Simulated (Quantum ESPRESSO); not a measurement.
# Dielectric function and optical constants of BN, part 3 of 3

Wanted: where BN starts to absorb, how strongly, and its refractive index. The cell comes from an older database entry, whose edges can differ from later determinations, mostly by under a per cent.

Quantum ESPRESSO 7.5; DFT, PBE, plane waves with norm-conserving potentials (PseudoDojo), scalar-relativistic, independent-particle optical response without local fields and without the non-local commutator.

So far. Step 2 (Ground state): There is a gap, 4.28 eV on this mesh (points off the mesh can give less), so no carriers' term is needed.

The database entry behind the starting cell differs from later determinations by our own check (about 0.3 % short, minor phase), so it need not match the best structure at ambient conditions.

### 5. Dielectric function

The spectrum is a sum over vertical transitions between filled and empty bands at the fixed density, so many empty bands are needed.

This step: DFT, PBE, plane waves with norm-conserving potentials (PseudoDojo), scalar-relativistic, independent-particle optical response without local fields and without the non-local commutator (Quantum ESPRESSO 7.5).

The input, epsilon.in:

```
&inputpp
  prefix = 'x'
  outdir = './tmp'
  calculation = 'eps'
/
&energy_grid
  smeartype = 'gauss'
  intersmear = 0.4
  wmin = 0.0
  wmax = 22
  nw = 500
/
```

Launch:

```bash
> mpirun -n 4 epsilon.x -nk 4 -in epsilon.in
```

Output:

```text
[banner, memory and clock lines left out]

     Broadcasting variables...

     IMPORTANT: XC functional enforced from input :
     Exchange-correlation= PBE
                           (   1   4   3   4   0   0   0)
     Any further DFT definition will be discarded

     G-vector sticks info

     Fermi energy [eV] is:  4.80653
     The system is a dielectric...
     metallic system: redefining wmin =     0.000000

     Performing eps calculation...

     xx,yy,zz plasmon frequences [eV] are:    21.370281405   21.370281405   17.848296019
```

Elapsed: 1.5 s, on 4 MPI ranks of Arm Neoverse V2, shared host; peak memory 0.04 GiB; 5.5 s of CPU time.

Numbers from this step:

- electronic dielectric constant ε∞, mean over x, y and z (by symmetry where fewer were run): 4.474
- main peak of Im epsilon, first axis: 5.572 eV

Some rows of epsi_x.dat:

```text
# energy grid [eV]     epsi_x  epsi_y  epsi_z
#
    0.176352705    0.005366910    0.005366910    0.001707542
    1.234468938    0.041065440    0.041065440    0.012681598
    2.292585170    0.097949292    0.097949292    0.027963720
    3.350701403    0.241433495    0.241433495    0.060486258
    4.408817635    1.266804186    1.266804186    0.294070292
    5.466933868    9.726366410    9.726366411    1.078047489
    6.525050100    5.343998057    5.343998056    0.784231249
    7.583166333    2.504124105    2.504124105    0.569123328
    8.641282565    1.256454886    1.256454886    0.757621048
    9.699398798    1.024854922    1.024854922    5.102978718
   10.757515030    1.035314791    1.035314791    5.240967457
   11.815631263    1.047397371    1.047397371    4.465873231
   12.873747495    2.720327463    2.720327463    3.664764386
   13.931863727    8.900908065    8.900908066    6.232372788
   14.989979960    7.168049006    7.168049006    1.589777139
   16.048096192    3.444522679    3.444522678    0.850592323
   17.106212425    3.159699688    3.159699687    0.785451394
   18.164328657    2.495417968    2.495417969    1.467739013
   19.222444890    1.956699210    1.956699210    1.160397805
   20.280561122    1.354679028    1.354679028    1.272058499
   21.338677355    1.115524934    1.115524934    0.808055929
```

The Im ε has structure finer than the step of the table below, so its rows give means over 0.5 eV, whole bins alone (the curve runs from 0 to 22 eV). Peaks (eV: height): E ∥ x or y 5.56: 10.3, 14.28: 9.92, 16.75: 5.08; E ∥ z 10.27: 8.92, 13.62: 7.08.

Values under the direct gap are tails of Lorentzian lines. Table of Im ε by photon energy; means over each step:

| photon energy (eV) | E ∥ x or y | E ∥ z |
| --- | --- | --- |
| 0.5 | 0.0155 | 0.00489 |
| 1.0 | 0.0324 | 0.0101 |
| 1.5 | 0.0525 | 0.0159 |
| 2.0 | 0.0786 | 0.0230 |
| 2.5 | 0.116 | 0.0323 |
| 3.0 | 0.176 | 0.0461 |
| 3.5 | 0.288 | 0.0704 |
| 4.0 | 0.567 | 0.131 |
| 4.5 | 1.94 | 0.456 |
| 5.0 | 5.56 | 1.20 |
| 5.5 | 9.17 | 1.13 |
| 6.0 | 8.34 | 0.937 |
| 6.5 | 5.43 | 0.800 |
| 7.0 | 3.12 | 0.619 |
| 7.5 | 2.35 | 0.568 |
| 8.0 | 1.92 | 0.645 |
| 8.5 | 1.30 | 0.708 |
| 9.0 | 1.19 | 1.19 |
| 9.5 | 1.06 | 3.48 |
| 10.0 | 0.898 | 6.90 |
| 10.5 | 0.996 | 6.87 |
| 11.0 | 1.01 | 5.30 |
| 11.5 | 1.08 | 4.79 |
| 12.0 | 1.17 | 3.84 |
| 12.5 | 1.67 | 2.93 |
| 13.0 | 3.66 | 4.38 |
| 13.5 | 7.25 | 6.73 |
| 14.0 | 9.12 | 5.80 |
| 14.5 | 8.69 | 3.71 |
| 15.0 | 6.70 | 1.72 |
| 15.5 | 4.52 | 1.24 |
| 16.0 | 3.71 | 0.934 |
| 16.5 | 4.31 | 0.744 |
| 17.0 | 3.89 | 0.773 |
| 17.5 | 2.40 | 0.709 |
| 18.0 | 2.56 | 1.18 |
| 18.5 | 2.15 | 1.56 |
| 19.0 | 2.23 | 1.23 |
| 19.5 | 1.77 | 1.28 |
| 20.0 | 1.48 | 1.26 |
| 20.5 | 1.47 | 1.24 |
| 21.0 | 1.34 | 0.969 |
| 21.5 | 1.10 | 0.724 |

Re ε against photon energy:

| photon energy (eV) | E ∥ x or y | E ∥ z |
| --- | --- | --- |
| 0 | 5.02 | 3.38 |
| 1 | 5.10 | 3.40 |
| 2 | 5.36 | 3.48 |
| 3 | 5.95 | 3.65 |
| 4 | 7.43 | 4.01 |
| 5 | 8.82 | 4.20 |
| 6 | 1.40 | 3.66 |
| 7 | -0.396 | 3.84 |
| 8 | 0.892 | 4.62 |
| 9 | 1.86 | 6.37 |
| 10 | 2.63 | 6.66 |
| 11 | 3.40 | 1.98 |
| 12 | 4.66 | 0.292 |
| 13 | 7.58 | 3.11 |
| 14 | 3.93 | -2.16 |
| 15 | -2.21 | -2.27 |
| 16 | -0.969 | -0.941 |
| 17 | -2.70 | -0.0470 |
| 18 | -1.25 | 0.817 |
| 19 | -1.27 | 0.0948 |
| 20 | -1.17 | 0.122 |
| 21 | -1.19 | -0.131 |
| 22 | -0.989 | 0.155 |

The reflectivity at normal incidence has structure finer than the step of the table below, so its rows give means over 0.5 eV, whole bins alone (the curve runs from 0 to 22 eV). Peaks (eV: height): E ∥ x or y 6.08: 37.7, 15.12: 46.2, 17.15: 50.0, 19.27: 42.2; E ∥ z 10.36: 35.0, 14.90: 59.1, 20.94: 20.8.

Reflectivity at normal incidence against photon energy; means over each step:

| photon energy (eV) | E ∥ x or y (%) | E ∥ z (%) |
| --- | --- | --- |
| 0.5 | 14.7 | 8.74 |
| 1.0 | 14.9 | 8.82 |
| 1.5 | 15.3 | 8.95 |
| 2.0 | 15.8 | 9.14 |
| 2.5 | 16.5 | 9.41 |
| 3.0 | 17.5 | 9.78 |
| 3.5 | 19.1 | 10.3 |
| 4.0 | 21.6 | 11.2 |
| 4.5 | 26.3 | 12.8 |
| 5.0 | 30.0 | 12.9 |
| 5.5 | 35.2 | 11.1 |
| 6.0 | 36.5 | 10.4 |
| 6.5 | 32.7 | 10.2 |
| 7.0 | 26.3 | 10.8 |
| 7.5 | 14.8 | 11.9 |
| 8.0 | 11.9 | 13.5 |
| 8.5 | 6.30 | 15.6 |
| 9.0 | 5.93 | 19.2 |
| 9.5 | 6.18 | 25.3 |
| 10.0 | 6.92 | 30.1 |
| 10.5 | 8.64 | 31.2 |
| 11.0 | 9.93 | 26.4 |
| 11.5 | 11.6 | 26.0 |
| 12.0 | 14.3 | 24.0 |
| 12.5 | 18.3 | 16.0 |
| 13.0 | 24.6 | 21.4 |
| 13.5 | 30.9 | 32.6 |
| 14.0 | 35.2 | 43.0 |
| 14.5 | 40.4 | 49.6 |
| 15.0 | 43.6 | 56.5 |
| 15.5 | 39.0 | 48.7 |
| 16.0 | 33.8 | 44.4 |
| 16.5 | 32.5 | 33.0 |
| 17.0 | 46.3 | 19.2 |
| 17.5 | 40.3 | 9.35 |
| 18.0 | 36.9 | 7.35 |
| 18.5 | 37.2 | 14.8 |
| 19.0 | 37.7 | 15.1 |
| 19.5 | 40.8 | 13.4 |
| 20.0 | 41.1 | 15.2 |
| 20.5 | 36.1 | 18.0 |
| 21.0 | 42.5 | 20.5 |
| 21.5 | 42.8 | 18.3 |

The loss function −Im 1/ε at q → 0 has structure finer than the step of the table below, so its rows give means over 1 eV, whole bins alone (the curve runs from 0 to 22 eV). Peaks (eV: height): E ∥ x or y 7.3: 0.423, 8.2: 0.456, 16.0: 0.277, 18.6: 0.382, 20.5: 0.521, 21.5: 0.519; E ∥ z 16.8: 1.37, 17.3: 1.47, 21.6: 1.50.

Values under the direct gap are tails of Lorentzian lines. Loss function −Im 1/ε at q → 0 against energy loss; means over each step:

| energy loss (eV) | E ∥ x or y | E ∥ z |
| --- | --- | --- |
| 1 | 0.00125 | 8.7e-4 |
| 2 | 0.00274 | 0.00191 |
| 3 | 0.00499 | 0.00352 |
| 4 | 0.0106 | 0.00906 |
| 5 | 0.0454 | 0.0586 |
| 6 | 0.122 | 0.0698 |
| 7 | 0.312 | 0.0431 |
| 8 | 0.398 | 0.0291 |
| 9 | 0.241 | 0.0292 |
| 10 | 0.125 | 0.0805 |
| 11 | 0.0817 | 0.174 |
| 12 | 0.0524 | 0.252 |
| 13 | 0.0540 | 0.169 |
| 14 | 0.0924 | 0.155 |
| 15 | 0.149 | 0.231 |
| 16 | 0.236 | 0.602 |
| 17 | 0.216 | 1.28 |
| 18 | 0.320 | 0.691 |
| 19 | 0.354 | 0.762 |
| 20 | 0.431 | 0.773 |
| 21 | 0.465 | 1.04 |

Refractive index n and extinction k against photon energy:

| photon energy (eV) | n, E ∥ x or y | k, E ∥ x or y | n, E ∥ z | k, E ∥ z |
| --- | --- | --- | --- | --- |
| 0 | 2.24 | 0 | 1.84 | 0 |
| 1 | 2.26 | 0.00713 | 1.84 | 0.00273 |
| 2 | 2.32 | 0.0169 | 1.87 | 0.00614 |
| 3 | 2.44 | 0.0356 | 1.91 | 0.0120 |
| 4 | 2.73 | 0.0992 | 2.00 | 0.0312 |
| 5 | 3.11 | 0.930 | 2.07 | 0.298 |
| 6 | 2.27 | 1.94 | 1.93 | 0.236 |
| 7 | 1.13 | 1.29 | 1.97 | 0.150 |
| 8 | 1.23 | 0.793 | 2.16 | 0.159 |
| 9 | 1.42 | 0.414 | 2.53 | 0.224 |
| 10 | 1.64 | 0.260 | 2.84 | 1.18 |
| 11 | 1.86 | 0.263 | 1.96 | 1.37 |
| 12 | 2.17 | 0.267 | 1.45 | 1.35 |
| 13 | 2.83 | 0.632 | 2.05 | 1.04 |
| 14 | 2.64 | 1.74 | 1.42 | 2.05 |
| 15 | 1.61 | 2.20 | 0.496 | 1.59 |
| 16 | 1.14 | 1.51 | 0.418 | 1.06 |
| 17 | 1.01 | 1.93 | 0.632 | 0.668 |
| 18 | 0.918 | 1.45 | 1.06 | 0.550 |
| 19 | 0.837 | 1.40 | 0.809 | 0.748 |
| 20 | 0.595 | 1.23 | 0.826 | 0.749 |
| 21 | 0.549 | 1.22 | 0.645 | 0.740 |
| 22 | 0.390 | 1.07 | 0.670 | 0.542 |

From ε follow the optical constants at some laser and lamp lines:

| wavelength (nm) | n xy | k xy | R (%) xy | 1/α xy | n z | k z | R (%) z | 1/α z |
| --- | --- | --- | --- | --- | --- | --- | --- | --- |
| 1064 | 2.26 | 0.008 | 15.0 | 10.0 µm | 1.85 | 0.003 | 8.9 | 26 µm |
| 633 | 2.31 | 0.016 | 15.7 | 3.1 µm | 1.86 | 0.006 | 9.1 | 8.4 µm |
| 450 | 2.40 | 0.029 | 17.0 | 1.2 µm | 1.90 | 0.010 | 9.6 | 3.5 µm |
| 405 | 2.45 | 0.037 | 17.7 | 860 nm | 1.91 | 0.013 | 9.8 | 2.6 µm |
| 308 | 2.74 | 0.103 | 21.7 | 238 nm | 2.01 | 0.032 | 11.2 | 757 nm |
| 248 | 3.11 | 0.930 | 30.0 | 21 nm | 2.07 | 0.298 | 13.0 | 66 nm |
| 193 | 1.70 | 1.674 | 32.6 | 9.2 nm | 1.90 | 0.218 | 10.1 | 71 nm |

Below the direct gap, k and the depth come from the tails of the Lorentzian lines, not from transitions.

Rows near the edge hang on the gap, which this functional as a rule makes too small, and phonon-assisted absorption is left out.

At 1064 nm the birefringence n(z) − n(x) is -0.418: the crystal is uniaxial negative at this level.

### 6. Results

| Quantity | Value |
| --- | --- |
| electronic dielectric constant ε∞, mean over x, y and z (by symmetry where fewer were run) (independent particles) | 4.47 |
| main peak of Im epsilon, first axis | 5.57 eV |

At this level (PBE, independent particles) BN has a mean ε∞ = 4.47 and n = 2.25 at 1550 nm (E ∥ x), and Im ε peaks at 5.6 eV (E ∥ x). Distinct maxima of Im ε, read by a parabola through the highest points, lie at 5.57 eV (10), 14.31 eV (9.9) and 16.77 eV (5.1) for E ∥ x or y. The static values by axis are 5.02 (xy), 3.38 (z). At 1064 nm the birefringence n(z) − n(x) is -0.418: the crystal is uniaxial negative at this level. Excitons and phonon-assisted transitions are missing, and so are local fields; PBE gaps are as a rule too small, which pulls the onset down and ε∞ up. epsilon.x leaves out the commutator of the non-local potential, so its intensities are off, as a rule too high. The sum runs over mesh points, so small or evenly spaced maxima can still be ripples of the mesh. The mesh misses the corner K of the hexagonal zone, so gaps read from it can be too wide where band edges lie there.

[Machine, clock, banner and «Message from routine» lines are left out of the logs.]

[Logs are printed without paths, hosts, clocks, repeated set-up lines and the standing remarks that a program may print on its own settings, such as how far it seeks lower states.]

[Hosts, paths, dates, database ids (printed as entryN), source tags and the programs' standing remarks are cut or masked in the printed files.]
